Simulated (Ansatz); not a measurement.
# Σ3 (111)[11-2] symmetric tilt boundary in Li (132 atoms): support functions against a reference, part 3 of 3

Wanted: errors and times of a linear-scaling basis for Σ3 (111)[11-2] symmetric tilt boundary in Li (132 atoms). A setting counts as converged where the r.m.s. difference of forces stays under 1 % of the r.m.s. force.

Ansatz 0.2.0; Kohn-Sham DFT, PBE, PAW (set soft_2), plane waves.

The cell: 132 Li. The host structure and its lattice constant were typed by rule, without a check against the phase diagram.

So far. Step 12 (Support functions medium, spacing 0.206 Å (grid laid …): Forces differ from the reference by 0.084 meV/Å r.m.s., 0.10 % of their size, well within a tolerance of 1 %; the energy by -0.08 meV/atom. It took 1.8 times the reference's time (shared host, so rough).

## (13) Other settings

Changed here: basis.precision = "f64", hamiltonian.pseudopotentials.accuracy = "standard", hamiltonian.pseudopotentials.kind = "nc", scf.eigensolver.kind = "davidson" and scf.initial_density.chi_scale = 0.0.

This step: Kohn-Sham DFT, PBE, norm-conserving pseudopotentials, plane waves (Ansatz 0.2.0).

File input.yaml:

```yaml
crystal:
  lattice:
    - [8.59771, 0.0, 0.0]
    - [0.0, 14.89167, 0.0]
    - [0.0, 0.0, 24.51799]
  atoms:
    [... the 132 atom lines of step 2 ...]
kpoints:
  mp_grid: { grid: [2, 1, 1] }
hamiltonian:
  xc: pbe
  pseudopotentials: { kind: nc, accuracy: standard }
scf:
  occupations: { method: fermi_dirac, width: 0.1 }
  initial_density: { chi_scale: 0.0 }
  eigensolver: { kind: davidson }
output:
  forces: true
  stress: true
  populations: true
  dos:
    method: { smearing: { sigma: 0.08 } }
    de: 0.1
    projected:
      site_lists:
        Li: [Li]
        lower_grain: [0, 1, 2, 3, 4, 5, 6, 7, 8, 9, 10, 11, 12, 13, 14, 15, 16, 17, 18, 19, 20, 21, 22, 23, 24, 25, 26, 27, 28, 29, 30, 31, 32, 33, 34, 35, 36, 37, 38, 39, 40, 41, 42, 43, 44, 45, 46, 47, 48, 49, 50, 51, 52, 53, 54, 55, 56, 57, 58, 59, 60, 61, 62, 63, 64, 65, 66, 67, 68, 69, 70, 71]
        upper_grain: [72, 73, 74, 75, 76, 77, 78, 79, 80, 81, 82, 83, 84, 85, 86, 87, 88, 89, 90, 91, 92, 93, 94, 95, 96, 97, 98, 99, 100, 101, 102, 103, 104, 105, 106, 107, 108, 109, 110, 111, 112, 113, 114, 115, 116, 117, 118, 119, 120, 121, 122, 123, 124, 125, 126, 127, 128, 129, 130, 131]
  eigenvalues: true
basis:
  precision: f64
```

The run is started by

```
ansatz run input.yaml --threads 8 --pin off --max-ram 15872MiB --backend cpu --events-out ev --progress --plain --runs-dir out
```

Numbers of over 12 decimals in the logs are rounded to 6 here.

Log:

```text
[...]
Crystal: 132 atoms, lattice volume = 3139.143 Å³
Basis set: ecut = 1006.821291 eV, 227723 PW (Γ), exchange–correlation on 180×320×512 points (8 copies of the dense FFT grid, shifted against one another)
Bands: 330, of which v1, the nominal top of the filled ones, is band 198 counted from 1 (197 counted from 0)
Symmetry: 1 space group operations
[...]
k-points: 2
[...]
SCF iter   1: F=—  HF=-25874.942185 eV  |F-HF|=—  |Δ(HF+E_count)|=         —  Δρ=9.51e-3  dr2=8.26e1  ethr=1.00e-1  ⟨swp⟩=10.5  Hψ=2912  notcnv=0
[...]
SCF iter   8: F=—  HF=-25869.909822 eV  |F-HF|=—  |Δ(HF+E_count)|=   1.58e-7  Δρ=1.28e-6  dr2=1.85e-7  ethr=1.25e-9  ⟨swp⟩=4.0  Hψ=1245  notcnv=0
SCF iter   9: F=-25869.909822 eV  HF=-25869.909822 eV  |F-HF|=1.63e-8  |Δ(HF+E_count)|=   1.30e-8  Δρ=3.23e-7  dr2=2.25e-8  ethr=4.67e-11  ⟨swp⟩=4.0  Hψ=1297  notcnv=0
SCF 1 converged in 9 iterations: F = -25869.909822 eV  dr2 = 2.25e-8
  Residual-converged pass: ⟨swp⟩=3.0  Hψ=906  notcnv=0  max |occ|·‖R‖ = 6.6e-6 eV (tolerance 6.7e-6 eV)  dr2=2.27e-8  max |Δocc| = 1.1e-9
SCF converged after 9 iterations
Free energy (F): -25869.909822 eV
[...]
Internal energy: -25867.622881 eV  (E = F + TS)
E sigma→0 (E₀):  -25868.766351 eV
Entropy (-TS):   -2.286941 eV (-17.325 meV/atom)
Fermi energy:    0.524140 eV
[...]
Σ components = -25869.909822   (vs F -25869.909822, Δ=0.00e0)
--- Forces (eV/Å), atoms counted from 1 ---
  atom   1  Li    -0.13664905    -0.00869345    -0.10709968
  atom   2  Li    -0.04135764    -0.06173455    -0.13809853
  atom   3  Li    -0.16839868    -0.06471173    -0.06606282
  atom   4  Li    -0.06765328    -0.01928159    -0.07852966
[...]
atom 132  Li     0.08605497     0.00318969    -0.24224284
  max |Σ_I F_I| component: 1.41e-4 eV/Å
--- Stress (GPa, compression-positive) ---
       -1.645688       0.020775      -0.036711
        0.020775      -0.490740      -0.018949
       -0.036711      -0.018949      -1.128665
  P = ⅓ Tr σ = -1.0884 GPa (-10.884 kbar)
--- Band table (eV) ---
[...]
--- Löwdin populations: 132 sites ---
  site symbol       q [e]
     0     Li      2.8797
     1     Li      2.9237
     2     Li      2.8760
[...]
131     Li      2.9139
  spilling = 0.029032 (of n_electrons = 396.000000)
```

Wall time 3.9 min (8 threads of Arm Neoverse V2, shared host); peak memory 15 GiB; 30 min of CPU time.

The program notes that it cut back its work space to fit the memory limit.

Forces differ from the reference by 0.17 meV/Å r.m.s., 0.20 % of their size. It took 3.9 min and 9 cycles; the reference's time can't be set against it, since the two runs asked for unlike analyses.

## (14) What each setting buys

Differences are against the plane-wave reference (Kohn-Sham DFT, PBE, PAW (set soft_2), plane waves), whose r.m.s. force component is 0.0835 eV/Å. Energies are set beside the reference only for runs with its functional, potentials and electron count. Times are for 8 threads of Arm Neoverse V2, shared host. The reference's time includes the DOS, the stress and grids, which some other runs skip.

```tsv
run	Δ force, r.m.s. (meV/Å)	share of r.m.s. force (%)	Δ energy (meV/atom)	Δ pressure (GPa)	cycles	time	host memory (GiB)
reference	-	-	-	-	8	53 s	10
plane waves at 750 eV (750 eV)	0.009	0.0108	-0.246	-	8	63 s	14
basis.precision = "f64", hamiltonian.pseudopotentials.accuracy = "standard", hamiltonian.pseudopotentials.kind = "nc", scf.eigensolver.kind = "davidson" and scf.initial_density.chi_scale = 0.0	0.165	0.198	-	0.0113	9	3.9 min	15
```

## (15) The ladder side by side

Each row is set against the run with plane waves at 750 eV (Kohn-Sham DFT, PBE, PAW (set soft_2), plane waves; r.m.s. force component 0.0835 eV/Å). Energies are set beside the reference only for runs with its functional, potentials and electron count. Times are for 8 threads of Arm Neoverse V2, shared host.

```tsv
run	Δ force, r.m.s. (meV/Å)	share of r.m.s. force (%)	Δ energy (meV/atom)	cycles	time	host memory (GiB)
reference	-	-	-	8	63 s	14
support functions medium	1.83	2.19	0.0642	12	75 s	3.6
support functions low	1.83	2.19	0.0642	12	76 s	3.6
support functions high	0.098	0.118	-0.0683	20	4.3 min	6.2
support functions medium, spacing 0.463 Å (grid laid 0.454 Å)	364	436	678	15	46 s	2.5
support functions medium, spacing 0.386 Å (grid laid 0.358 Å)	37.8	45.2	-1.18	12	42 s	2.7
support functions medium, spacing 0.334 Å (grid laid 0.310 Å)	6.95	8.32	-2.07	12	46 s	3.1
support functions medium, spacing 0.296 Å (grid laid 0.287 Å)	3.15	3.77	-1.46	12	50 s	3.1
support functions medium, spacing 0.231 Å (grid laid 0.227 Å)	0.138	0.165	-0.009	12	1.9 min	4.8
support functions medium, spacing 0.206 Å (grid laid 0.204 Å)	0.084	0.100	-0.08	12	1.9 min	5.2
```

## (16) The first run in detail

The first run, on the default basis, asked for the full analyses, so its electronic structure is set out here.

Length of the force by element:

```tsv
element	coordination	atoms	mean length of the force (eV/Å)	spread	least	most
Li	all	132	0.124	0.0749	0.0131	0.320
```

The mean of these charges, 0.087 e, is only the charge that the projection spills.

Löwdin charges by element (they lack the spilled electrons, 0.087 e an atom on average):

```tsv
element	coordination	atoms	mean charge (e)	spread	least	most
Li	all	132	0.0869	0.0164	0.0604	0.127
```

By region:

```tsv
region	atoms	mean length of the force (eV/Å)
lower grain	72	0.09
upper grain	60	0.164
```

States in the cell by windows of 1 eV, zero at the Fermi level; the larger projections on atomic orbitals stand beside the total:

```tsv
from (eV)	to (eV)	total	Li s	lower grain	upper grain
-10	-4	0.0	0.0	0.0	0.0
-4	-3	4.5	4.5	2.9	1.6
-3	-2	30.6	30.3	16.7	13.6
-2	-1	42.7	40.6	21.8	18.8
-1	0	49.5	42.4	22.3	20.1
0	1	74.6	36.0	19.4	16.6
1	2	46.7	13.6	7.5	6.1
2	3	48.7	10.3	5.2	5.1
3	4	67.4	22.4	12.6	9.8
```

The stored curve holds about 127 of the 396 electrons; the rest, give or take the few that broadening carries across the Fermi level, lie in deeper levels below its range.

The levels nearest the highest filled one (over half full), pooled over k-points and spins:

```tsv
level less the highest filled one (eV)	occupation
-0.0294	1.26
-0.0269	1.25
-0.0215	1.23
-0.0155	1.20
-0.0055	1.15
0	1.12
0.0507	0.869
0.0541	0.852
0.0627	0.811
0.0892	0.687
0.0939	0.666
0.0996	0.641
```

Planar average of the electrostatic potential energy along the normal, with the Fermi level as zero, after a running mean with a triangular window 4 Å wide at its base:

```tsv
height (Å)	potential energy (eV)
0.0	-0.46
0.7	-0.59
1.4	-0.61
2.0	-0.63
2.7	-0.65
3.5	-0.66
4.2	-0.65
4.9	-0.63
5.6	-0.61
6.3	-0.63
6.9	-0.65
7.6	-0.66
8.3	-0.65
9.0	-0.65
9.8	-0.62
10.5	-0.34
11.2	0.22
11.9	0.74
12.5	0.77
13.2	0.28
13.9	-0.29
14.6	-0.60
15.4	-0.64
16.1	-0.64
16.8	-0.67
17.4	-0.69
18.1	-0.68
18.8	-0.67
19.5	-0.66
20.2	-0.58
20.8	-0.23
21.7	0.43
22.3	0.77
23.0	0.55
23.7	0.04
24.4	-0.40
```

Electrostatic potential energy in the ca plane at fractional y = 0.000, with atoms of Li within 0.2 Å of it. With pseudopotentials it is smooth inside the atoms' cores, unlike the true potential.

Ten even steps from '0' (-32 eV) to '9' (4 eV), each cell a mean:
```
99872027899841158999998500279997200589984003
99986578999875689999998621379998412689985214
99998889999998899999999866789998766899998667
99999999999999999999999988899999988999999889
99889999998899999988899999999999999999999999
87678999986679999866789999988999999888999999
84126899851158998621378998866789998656899987
72005899840038998510168998511489997202789984
84237899863268999732479998400379986201689983
88778999987789999877889998632589998534799986
99999999999999999998999999877899999878899998
99999999999999999999999999999999999999999999
89999998889999988889999999999999999999999999
57899975468999864579999999999888899999888999
04899851037999720168999999998644799998546899
04899851027999720168999999997300589986102799
36899975468999864579999999997301589986102799
88999988889999988889999999998645799998546899
99999999999999999999999999999888899999888999
99999999999999999999999999999999999999999999
99988788999987789999999999999999999999999999
99974247999863368999999877899999877899998778
99861016899830048999998732489998523789986225
```
Columns run along c (16.0 Å, from fractional 0.17 to 0.83 of the cell; values clipped at the 3rd and 97th percentile), rows up along a (8.6 Å). Atoms in or near the plane, at fractional coordinates: Li at (0.21, 0.67), Li at (0.25, 0.00), Li at (0.29, 0.33), Li at (0.33, 0.67), Li at (0.37, 0.00), Li at (0.41, 0.34), Li at (0.45, 0.67), Li at (0.79, 0.96), Li at (0.75, 0.29), Li at (0.71, 0.63), Li at (0.67, 0.96), Li at (0.62, 0.29), Li at (0.58, 0.63), Li at (0.54, 0.96).

Valence density in the ca plane at fractional y = 0.000, with atoms of Li within 0.2 Å of it. It is the smooth field of the valence electrons, not physical close to the nuclei.

Values in e/Å³, 12 rows by 16 columns, each cell a mean:
```
0.1 0.9 0.8 0.0 0.7 1.0 0.0 0.0 0.8 3.2 0.1 0.5 3.6 0.1 0.4 3.5
0.1 0.1 0.0 0.0 0.1 0.1 0.0 0.0 0.1 0.1 0.1 0.1 0.2 0.1 0.1 0.1
0.1 0.1 0.1 0.1 0.1 0.1 0.1 0.1 0.0 0.0 0.1 0.1 0.0 0.0 0.1 0.1
1.6 1.4 0.1 1.6 1.8 0.1 1.4 1.9 0.0 0.2 0.7 0.1 0.1 0.9 0.1 0.1
0.9 0.8 0.1 0.7 0.8 0.1 0.6 0.9 0.0 0.7 3.2 0.1 0.4 3.2 0.1 0.3
0.0 0.0 0.0 0.0 0.0 0.1 0.0 0.0 0.0 0.0 0.1 0.1 0.1 0.1 0.1 0.1
0.1 0.1 0.1 0.1 0.1 0.1 0.1 0.0 0.0 0.0 0.0 0.0 0.0 0.0 0.0 0.1
1.5 0.1 1.6 1.6 0.1 1.4 2.0 0.0 0.0 0.0 0.2 0.7 0.0 0.1 0.7 0.1
1.0 0.1 0.8 0.9 0.1 0.6 0.9 0.0 0.0 0.0 0.7 3.2 0.1 0.4 3.6 0.1
0.1 0.1 0.0 0.0 0.0 0.0 0.0 0.0 0.0 0.0 0.1 0.1 0.0 0.1 0.1 0.1
0.1 0.1 0.1 0.0 0.1 0.1 0.0 0.0 0.0 0.0 0.0 0.0 0.0 0.0 0.0 0.0
0.1 1.7 1.6 0.0 1.3 1.9 0.0 0.0 0.1 0.6 0.1 0.1 0.6 0.1 0.1 0.7
```
Columns run along c (16.0 Å, from fractional 0.17 to 0.83 of the cell), rows up along a (8.6 Å). Atoms in or near the plane, at fractional coordinates: Li at (0.21, 0.67), Li at (0.25, 0.00), Li at (0.29, 0.33), Li at (0.33, 0.67), Li at (0.37, 0.00), Li at (0.41, 0.34), Li at (0.45, 0.67), Li at (0.79, 0.96), Li at (0.75, 0.29), Li at (0.71, 0.63), Li at (0.67, 0.96), Li at (0.62, 0.29), Li at (0.58, 0.63), Li at (0.54, 0.96).

Löwdin charges run from +0.06 to +0.13 e, about a mean that is the spilled charge alone. Among metals such projection charges depend strongly on the orbitals used and are no measure of ionicity.

## (17) Structure statistics

These statistics describe the geometry on which the runs were made.

Density 0.485 g/cm³, 23.78 Å³ an atom.

Pair distribution function in bins of 0.2 Å:

```tsv
r (Å)	total
2.80	0.09
3.00	6.76
3.20	0.43
3.40	1.44
3.60	2.53
3.80	0.16
4.00	0.06
4.20	0.20
4.40	0.10
4.60	0.02
4.80	0.10
5.00	3.93
5.20	0.21
5.40	0.00
5.60	0.14
5.80	5.04
6.00	1.59
6.20	0.62
6.40	0.15
6.60	0.12
6.80	0.34
7.00	0.93
7.20	0.24
7.40	0.13
7.60	2.84
7.80	2.75
```

The first peak of g(r) lies near 3.04 Å.

Local excerpt of 15 atoms (numbers count through the whole input) about Li38, picked at random; x, y, z are measured from there.

```tsv
atom	x	y	z	distance (Å)	Löwdin charge (e)	Fx	Fy	Fz (eV/Å)
Li38	0.00	0.00	0.00	0.00	0.08	0.017	-0.023	0.039
Li37	-2.83	-0.04	-0.98	2.99	0.10	-0.037	0.012	-0.052
Li52	-1.42	2.45	1.00	3.00	0.08	-0.009	-0.015	0.042
Li39	2.85	-0.04	1.00	3.02	0.08	0.043	-0.002	-0.010
Li35	1.47	2.45	-1.01	3.03	0.10	-0.016	0.009	-0.006
Li56	-0.01	-0.05	3.04	3.04	0.10	0.028	-0.005	0.009
Li23	1.44	-2.49	-1.00	3.05	0.10	0.004	-0.018	-0.051
Li40	-1.43	-2.51	0.98	3.05	0.08	0.038	-0.036	0.016
Li20	-0.01	-0.02	-3.06	3.06	0.08	-0.043	-0.034	-0.083
Li34	-1.41	2.45	-2.00	3.47	0.09	-0.017	0.005	-0.101
Li55	-2.82	-0.08	2.02	3.47	0.07	-0.042	0.063	-0.041
Li53	1.45	2.44	2.04	3.50	0.07	-0.004	0.025	-0.067
Li22	-1.43	-2.51	-2.02	3.53	0.09	-0.025	0.003	-0.112
Li41	1.47	-2.52	2.01	3.55	0.07	-0.025	-0.014	-0.021
Li21	2.89	-0.03	-2.05	3.55	0.09	-0.032	-0.018	-0.058
```

## (18) Results

* free energy per atom: -204.6338 eV/atom
* density: 0.4846 g/cm³
* pressure: -1.1 GPa
* r.m.s. force component: 0.08353 eV/Å
* wall time of the 12 DFT runs: 20 min

**Reading.** Against plane waves at 750 eV, the forces differ by 1.8 meV/Å (2.2 %) with support functions medium, and by 0.084 meV/Å in the closest run (support functions medium, spacing 0.206 Å (grid laid 0.204 Å)). At 132 atoms the fastest of the runs at a preset level, support functions medium, takes 1.2 times the time of plane waves, in 12 SCF cycles against 8. Differences between support functions and plane waves include what basis error the plane-wave run still has. As the typed spacing goes from 0.206 to 0.463 Å, the force difference goes from 0.084 to 364 meV/Å, while the time lies between 42 s and 1.9 min.

54 levels are partly filled, by over 2 % (on the run's k-points), as in a metal.

[Logs are printed without paths, hosts, clocks, repeated set-up lines and the standing remarks that a program may print on its own settings, such as how far it seeks lower states.]

[Hosts, paths, dates, database ids (printed as entryN), source tags and the programs' standing remarks are cut or masked in the printed files.]
